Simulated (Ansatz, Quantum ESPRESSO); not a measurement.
**HfO2 [001], tetragonal: uniaxial strain and lateral response**

The c axis is held at a set length while the cell relaxes sideways. How do the lateral strain and the stress follow? The strained cell has c along the load; unstrained it is a = 3.5580 Å, b = 3.5580 Å, c = 5.1403 Å, α = 90.00°, β = 90.00°, γ = 90.00°, with 6 atoms. The symmetry of the cell is held, so distortions that would lower it, which this phase may prefer, aren't tested.

Calculated with Quantum ESPRESSO 7.5, PBEsol, GBRV 1.5 ultrasoft potentials, cutoff 680 eV, Fermi–Dirac smearing 0.02 eV, k-mesh 8×8×6, no spin polarisation, no spin-orbit coupling.

Relaxed positions at 0 %:

```
atom       x       y       z
  Hf  0.0000  0.0000  0.0000
  Hf  0.5000  0.5000  0.5000
   O  0.0000  0.5000  0.2023
   O  0.0000  0.5000  0.7023
   O  0.5000  0.0000  0.2977
   O  0.5000  0.0000  0.7977
```

| ε_c (%) | a (Å) | c (Å) | ε_a (%) | σ (GPa, tension positive) |
| --- | --- | --- | --- | --- |
| −3 | 3.5709 | 4.9861 | 0.361 | −11.18 |
| −2 | 3.5664 | 5.0375 | 0.235 | −7.08 |
| −1 | 3.5622 | 5.0889 | 0.116 | −3.36 |
| 0 | 3.5580 | 5.1403 | 0.000 | 0.01 |
| 2 | 3.5506 | 5.2431 | −0.208 | 5.74 |
| 3 | 3.5472 | 5.2945 | −0.304 | 8.16 |

**Question.** Fit both responses and give the free strain and the stress at +1 %, a row left out above.

Least squares with y = y0 + y1 ε + y2 ε² (ε in %) gives ε_a = 0.001 + (−0.1108) ε + (0.0031) ε² and σ = 0.01 + (3.217) ε + (−0.170) ε² GPa. The linear terms put the ratio of free to applied strain at −0.111 and the Young modulus at 322 GPa.

At +1 % the free strain comes out as −0.107 %. The run itself gives −0.106 %, so the estimate misses by 0.001 %, a rounding's worth.

The stress comes out as 3.06 GPa. The run itself gives 3.03 GPa, so the estimate misses by 0.03 GPa; the fitted rows themselves lie up to 0.03 GPa off the law.

The negative ε² term means that the crystal stiffens in compression and softens in tension.

The same fit over all rows at other levels or in other programs gives the strain ratio = −0.118 with PBEsol (Ansatz) and −0.110 with PBEsol (Quantum ESPRESSO, PseudoDojo).

[Logs are printed without paths, hosts, clocks, repeated set-up lines and the standing remarks that a program may print on its own settings, such as how far it seeks lower states.]
